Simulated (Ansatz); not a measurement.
**SiGe (model cell, started as layered BN type): the cell at rest**

Aim: bring SiGe (model cell, started as layered BN type) to small forces and stress, as phonons need.

Calculated with Ansatz 0.2.0; DFT PBEsol, scalar-relativistic, plane waves, PAW.

This is a report of a sequence of runs, with most program output left out.

The structure was built from a prototype and need not be the compound's stable phase.

## 1. Starting point

The structure is hexagonal, space group P6_3/mmc (No. 194). Conventional cell: a = 3.824 Å, b = 3.824 Å, c = 5.520 Å, α = 90.00°, β = 90.00°, γ = 120.00°. Nearest to Si lie 3 Ge at 2.21 Å. Nearest to Ge lie 3 Si at 2.21 Å. Farther neighbours are not listed.

## 2. A coarse first look

A quick single point on a coarse mesh tells whether the cell has a gap and how far it is from rest, which sets the k mesh and smearing that follow.

The input, input.yaml:

```yaml
crystal:
  lattice:
    - [3.82437, 0.0, 0.0]
    - [-1.91218, 3.312, 0.0]
    - [0.0, 0.0, 5.52]
  atoms:
    - { symbol: Si, position: [0.333333, 0.666667, 0.25] }
    - { symbol: Si, position: [0.666667, 0.333333, 0.75] }
    - { symbol: Ge, position: [0.666667, 0.333333, 0.25] }
    - { symbol: Ge, position: [0.333333, 0.666667, 0.75] }
kpoints:
  mp_grid: { grid: [6, 6, 4] }
hamiltonian:
  xc: pbesol
scf:
  occupations: { method: gaussian, width: 0.1 }
output:
  forces: true
  stress: true
  eigenvalues: true
```

The run is started by

```sh
> ansatz run input.yaml --threads 4 --pin off --max-ram 7168MiB --backend cpu --events-out ev --progress --plain --runs-dir out
```

Elapsed: 0.62 s, on 4 threads of Arm Neoverse V2, shared host; peak memory 0.35 GiB.

This step gave:

```yaml
pressure: 21.17 GPa
volume_per_atom: 17.48 Å³
gap_on_the_k_mesh: 0 eV
```

The coarse mesh shows no gap and a pressure of 21.2 GPa.

## 3. Coarse relaxation

A rough relaxation comes first, because large forces or stress need no tight tolerances yet.

input.yaml, as its differences from that of step 2:

```diff
@@ -20 +20,6 @@
   eigenvalues: true
+relax:
+  adjacent_minimum: "off"
+  f_tol: 0.05
+  max_steps: 80
+  cell: { stress_tol: 0.5 }
```

Run time: 3.8 s. Hardware: 4 threads; peak memory 0.4 GiB.

The steps of the relaxation:

```
step  energy less that of the first step (eV)  largest force component (eV/Å)  pressure (GPa)  volume (Å³)
   1                                   0.0000                          0.0000           21.17        69.92
   2                                  -0.7394                          0.0000            4.35        80.03
   3                                  -0.8981                          0.0000            1.59        81.24
   4                                  -0.9320                          0.0000            0.63        81.90
   5                                  -0.9333                          0.0000           -0.09        82.58
  6*                                  -0.9435                          0.0000            0.13        82.58
```

Relaxation steps marked * repeat the geometry before them on a plane-wave basis chosen anew for their cell, so energy and pressure can jump there.

The run keeps the 24 symmetry operations that it works with, so distortions that break them were not tested.

```
conventional cell, symmetrised  before  after   change
                         a (Å)   3.824  4.177   +9.2 %
                         b (Å)   3.824  4.177   +9.2 %
                         c (Å)   5.520  5.464   -1.0 %
              volume (Å³/atom)   17.48  20.65  +18.1 %
```

Final coordinates:

```xyz
4
Lattice="4.1775 0.0000 0.0000 -2.0887 3.6178 0.0000 0.0000 0.0000 5.4643" Properties=species:S:1:pos:R:3 pbc="T T T"
Si    0.0000    2.4119    1.3661
Si    2.0887    1.2059    4.0983
Ge    2.0887    1.2059    1.3661
Ge    0.0000    2.4119    4.0983
```

Numbers from this step:

```yaml
pressure: 0.1312 GPa
volume_per_atom: 20.65 Å³
```

In this step the volume went from 17.48 to 20.65 Å³/atom.

## 4. Bringing the structure to rest

Harmonic phonons are second derivatives at a point where the forces vanish, and they are wanted at zero stress, so atoms and cell are relaxed first.

The input, input.yaml:

```yaml
crystal:
  lattice:
    - [4.1774851865, -3.1533e-06, 0.0]
    - [-2.0887398624, 3.6178098721, 0.0]
    - [0.0, 0.0, 5.4643395579]
  atoms:
    - { symbol: Si, position: [0.3333333333, 0.6666666667, 0.25] }
    - { symbol: Si, position: [0.6666666667, 0.3333333333, 0.75] }
    - { symbol: Ge, position: [0.6666666667, 0.3333333333, 0.25] }
    - { symbol: Ge, position: [0.3333333333, 0.6666666667, 0.75] }
kpoints:
  mp_grid: { grid: [12, 12, 8] }
hamiltonian:
  xc: pbesol
scf:
  occupations: { method: gaussian, width: 0.1 }
output:
  forces: true
  stress: true
  eigenvalues: true
relax:
  adjacent_minimum: "off"
  f_tol: 0.005
  max_steps: 80
  cell: { stress_tol: 0.05 }
```

Run time: 14 s. Hardware: 4 threads; peak memory 0.49 GiB; 52 s of CPU time.

Step by step:

```
step  energy less that of the first step (eV)  largest force component (eV/Å)  pressure (GPa)  volume (Å³)
   1                                   0.0000                          0.0000            0.21        82.58
   2                                  -0.0207                          0.0000            0.83        81.78
   3                                  -0.0230                          0.0000            0.10        82.56
   4                                  -0.0230                          0.0000           -0.01        82.68
   5                                  -0.0231                          0.0000           -0.01        82.68
  6*                                  -0.0231                          0.0000           -0.01        82.68
```

Relaxation steps marked * repeat the geometry before them on a plane-wave basis chosen anew for their cell, so energy and pressure can jump there.

Forces are held to the 24 operations that the run works with; a distortion that breaks them can't arise in this run.

```
conventional cell, symmetrised  before  after  change
                         a (Å)   4.177  4.220  +1.0 %
                         b (Å)   4.177  4.220  +1.0 %
                         c (Å)   5.464  5.360  -1.9 %
              volume (Å³/atom)   20.65  20.67  +0.1 %
```

The relaxed structure:

```cif
data_structure
_symmetry_space_group_name_H-M 'P 1'
_symmetry_Int_Tables_number 1
_cell_length_a 4.2203
_cell_length_b 4.2203
_cell_length_c 5.3604
_cell_angle_alpha 90.000
_cell_angle_beta 90.000
_cell_angle_gamma 120.000
_cell_volume 82.68
loop_
_atom_site_label
_atom_site_type_symbol
_atom_site_fract_x
_atom_site_fract_y
_atom_site_fract_z
_atom_site_occupancy
Si1 Si 0.33333 0.66667 0.25000 1
Si2 Si 0.66667 0.33333 0.75000 1
Ge3 Ge 0.66667 0.33333 0.25000 1
Ge4 Ge 0.33333 0.66667 0.75000 1
```

This step gave:

* pressure: -0.007054 GPa
* volume per atom: 20.67 Å³

In this step the volume went from 20.65 to 20.67 Å³/atom.

## 5. Relaxing to small forces for the phonons

Phonons need a cell at rest on their own settings, so the relaxation is repeated with tight tolerances on forces and stress, using the mesh and the filling of the phonon run that follows.

The input, input.yaml:

```yaml
crystal:
  lattice:
    - [4.2203347534, -3.1857e-06, 0.0]
    - [-2.1101646178, 3.6549187017, 0.0]
    - [0.0, 0.0, 5.3603732308]
  atoms:
    - { symbol: Si, position: [0.3333333333, 0.6666666667, 0.25] }
    - { symbol: Si, position: [0.6666666667, 0.3333333333, 0.75] }
    - { symbol: Ge, position: [0.6666666667, 0.3333333333, 0.25] }
    - { symbol: Ge, position: [0.3333333333, 0.6666666667, 0.75] }
kpoints:
  mp_grid: { grid: [12, 12, 8] }
hamiltonian:
  xc: pbesol
scf:
  occupations: { method: methfessel_paxton, width: 0.15 }
output:
  forces: true
  stress: true
  eigenvalues: true
  write_density: true
  write_potential: true
  elf: true
  volumetric_format: npy
relax:
  adjacent_minimum: "off"
  f_tol: 0.001
  max_steps: 60
  cell: { stress_tol: 0.01 }
```

The job ended after 7.6 s (4 threads; peak memory 0.48 GiB).

Little changed from the start: no atom moved by 0.005 Å and no cell edge by 0.1 %.

Numbers from this step:

| Quantity | Value |
| --- | --- |
| pressure | -0.003280 GPa |

ELF in the ac plane at fractional y = 0.333, with atoms of Si and Ge within 0.2 Å of it. It is the smooth field of the valence electrons, not physical close to the nuclei.

Values, 17 rows by 14 columns, each cell a mean:
```
0.18 0.17 0.18 0.18 0.17 0.23 0.35 0.55 0.69 0.75 0.72 0.60 0.40 0.25
0.33 0.30 0.29 0.29 0.32 0.41 0.53 0.65 0.69 0.70 0.69 0.67 0.57 0.45
0.51 0.43 0.39 0.41 0.48 0.61 0.71 0.65 0.49 0.42 0.45 0.60 0.71 0.65
0.60 0.49 0.43 0.46 0.56 0.70 0.77 0.61 0.41 0.48 0.40 0.53 0.76 0.74
0.60 0.49 0.43 0.46 0.56 0.70 0.77 0.61 0.41 0.45 0.39 0.53 0.76 0.74
0.49 0.41 0.38 0.40 0.46 0.58 0.68 0.66 0.53 0.46 0.49 0.62 0.69 0.62
0.31 0.28 0.28 0.28 0.30 0.39 0.52 0.65 0.70 0.72 0.71 0.67 0.56 0.43
0.16 0.16 0.17 0.16 0.16 0.20 0.32 0.52 0.67 0.74 0.70 0.57 0.37 0.23
0.14 0.14 0.16 0.15 0.14 0.17 0.27 0.45 0.56 0.61 0.58 0.49 0.32 0.20
0.24 0.23 0.24 0.24 0.24 0.29 0.37 0.43 0.43 0.44 0.43 0.43 0.39 0.31
0.44 0.41 0.39 0.40 0.44 0.48 0.46 0.38 0.30 0.23 0.27 0.36 0.43 0.48
0.58 0.53 0.49 0.52 0.57 0.59 0.48 0.32 0.13 0.04 0.08 0.26 0.43 0.56
0.63 0.58 0.53 0.56 0.62 0.62 0.49 0.27 0.06 0.09 0.04 0.20 0.43 0.58
0.57 0.52 0.48 0.51 0.56 0.58 0.48 0.33 0.14 0.05 0.10 0.27 0.43 0.55
0.42 0.39 0.37 0.38 0.41 0.46 0.45 0.39 0.33 0.28 0.31 0.37 0.43 0.46
0.22 0.22 0.23 0.22 0.22 0.27 0.36 0.43 0.45 0.45 0.45 0.44 0.38 0.29
0.13 0.14 0.15 0.14 0.13 0.17 0.26 0.45 0.57 0.62 0.59 0.49 0.31 0.19
```
Columns run along a (4.2 Å), rows up along c (5.4 Å). Atoms in or near the plane, at fractional coordinates: Si at (0.67, 0.75), Ge at (0.67, 0.25).

Electrostatic potential energy in the ac plane at fractional y = 0.333, with atoms of Si and Ge within 0.2 Å of it. With pseudopotentials it is smooth inside the atoms' cores, unlike the true potential.

Ten even steps from '_' (-45 eV) to '@' (11 eV), each cell a mean:
```
@@@@@@@@@@@@@@@@%%%%%%@@@@@@
@@@@@@@@@@@@@@%%**++**##%%@@
@@@@@@@@@@@@%%++..__..==##@@
@@@@@@@@@@@@##--______..**%%
@@@@@@@@@@@@##--______::**%%
@@@@@@@@@@@@%%++::....==%%@@
@@@@@@@@@@@@@@%%**++**##@@@@
@@@@@@@@@@@@@@@@%%%%%%@@@@@@
@@@@@@@@@@@@@@@@@@%%@@@@@@@@
@@@@@@@@@@@@@@%%######%%@@@@
@@@@@@@@@@@@%%**==--==++%%@@
@@@@@@@@@@@@##==::..::==##%%
@@@@@@@@@@@@##==::__..--**%%
@@@@@@@@@@@@##==--::::==##%%
@@@@@@@@@@@@%%**++====**%%@@
@@@@@@@@@@@@@@%%%%####%%@@@@
@@@@@@@@@@@@@@@@@@%%@@@@@@@@
```
Columns run along a (4.2 Å; values clipped at the 3rd and 97th percentile), rows up along c (5.4 Å). Atoms in or near the plane, at fractional coordinates: Si at (0.67, 0.75), Ge at (0.67, 0.25).

Valence density in the ac plane at fractional y = 0.333, with atoms of Si and Ge within 0.2 Å of it. It is the smooth field of the valence electrons, not physical close to the nuclei.

Ten steps, logarithmic in the rise over the least value, from '_' (0 e/Å³) to '@' (41 e/Å³), each cell a mean:
```
__________________..________
________________........____
______________..______....__
____________....______....__
____________....______....__
______________....____..____
________________......______
__________________..________
__________________..________
________________........____
______________..--==--::..__
____________..--**%%##--..__
____________..--##@@%%==....
____________..--**##**--..__
______________..::----....__
________________......______
__________________..________
```
Columns run along a (4.2 Å), rows up along c (5.4 Å). Atoms in or near the plane, at fractional coordinates: Si at (0.67, 0.75), Ge at (0.67, 0.25).

The forces vanish by symmetry and the pressure is -0.003 GPa, within the tolerances set. The cell now holds 20.67 Å³/atom.

## 6. Results

| Quantity | Value |
| --- | --- |
| space group after relaxation (within 0.01 Å) | P6_3/mmc |
| lattice constant a | 4.220 Å |
| lattice constant b | 4.220 Å |
| lattice constant c | 5.360 Å |
| volume per atom | 20.7 Å³ |

**Reading.** The forces vanish by symmetry and the pressure is -0.003 GPa, within the tolerances set. The cell now holds 20.67 Å³/atom. The relaxation keeps the symmetry of its start, so it says nothing on stability against lower symmetry. The starting cell was built on a prototype and not taken from a measurement, so the phase need not exist.

[Logs are printed without paths, hosts, clocks, repeated set-up lines and the standing remarks that a program may print on its own settings, such as how far it seeks lower states.]

[Hosts, paths, dates, database ids (printed as entryN), source tags and the programs' standing remarks are cut or masked in the printed files.]
